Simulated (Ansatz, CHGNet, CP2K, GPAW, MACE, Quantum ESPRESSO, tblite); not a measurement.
# Which run comes nearest? Generalised stacking fault on (111) (glide set) of a Ge-Sn solid solution (48 atoms)

The cell holds 48 atoms: 34 Ge and 14 Sn. Cell: a = 8.334 Å, b = 7.218 Å, c = 20.867 Å, α = 90.0°, β = 79.5°, γ = 90.0°. Diamond-structure Ge lattice (a = 5.8932 Å, the value set for the mixture), cell with z along [111], 2 x 1 x 2 periods; the third cell vector is tilted by 0.917 of 1/2[1-10] and lengthened by 0.1 Å, so the cell holds one fault (glide set); displaced by a Gaussian of 0.01 Å; 14 of 48 Ge sites given to Sn at random (lattice constant by Vegard's rule between Ge and Sn). Then every atom was moved at random, 0.05 Å r.m.s. a Cartesian component.

Geometry: as built.

The reference, a calculation:

```
method                 : Kohn-Sham DFT, PBE, SSSP efficiency 1.3.0 pseudopotentials, plane waves (Quantum ESPRESSO 7.5); sssp-pbe-1.3.0-efficiency, cutoffs 45/360 Ry, Γ point
r.m.s. force component : 1.177 eV/Å
longest force          : 5.194 eV/Å
pressure               : 8.323 GPa
time                   : 2.2 min on 4 MPI ranks of Arm Neoverse V2, shared host
CPU time               : 8.6 min
```

Runs, in no order:
A. QE PBE, gbrv-1.5, 40/200 Ry: Kohn-Sham DFT, PBE, GBRV 1.5 ultrasoft pseudopotentials, plane waves
B. CHGNet r2SCAN potential: machine-learned interatomic potential CHGNet r2SCAN, trained on r2SCAN plane-wave data
C. CP2K PBE, DZVP-MOLOPT-SR, 244/50 Ry, diagonalisation: Kohn-Sham DFT, PBE, GTH-PBE pseudopotentials, Gaussian and plane waves, DZVP-MOLOPT-SR-GTH, diagonalisation

Q: Order them from the smallest to the largest r.m.s. force difference.

A, C, B.

```csv
run,"Δ force, r.m.s. (meV/Å)",share of r.m.s. force (%),CPU time
"A. QE PBE, gbrv-1.5, 40/200 Ry",7.13,0.606,6.2 min
"C. CP2K PBE, DZVP-MOLOPT-SR, 244/50 Ry, diagonalisation",60.9,5.17,2.2 min
B. CHGNet r2SCAN potential,599,50.9,2.6 s
```

Machine-learned potentials mimic data converged in k, so the reference's own k-point error enters their differences. The electronic-structure runs sample only Γ, in a cell whose shortest periodic width is 7 Å, which is coarse for a cell with partly filled levels.

[Logs are printed without paths, hosts, clocks, repeated set-up lines and the standing remarks that a program may print on its own settings, such as how far it seeks lower states.]

[Hosts, paths, dates, database ids (printed as entryN), source tags and the programs' standing remarks are cut or masked in the printed files.]
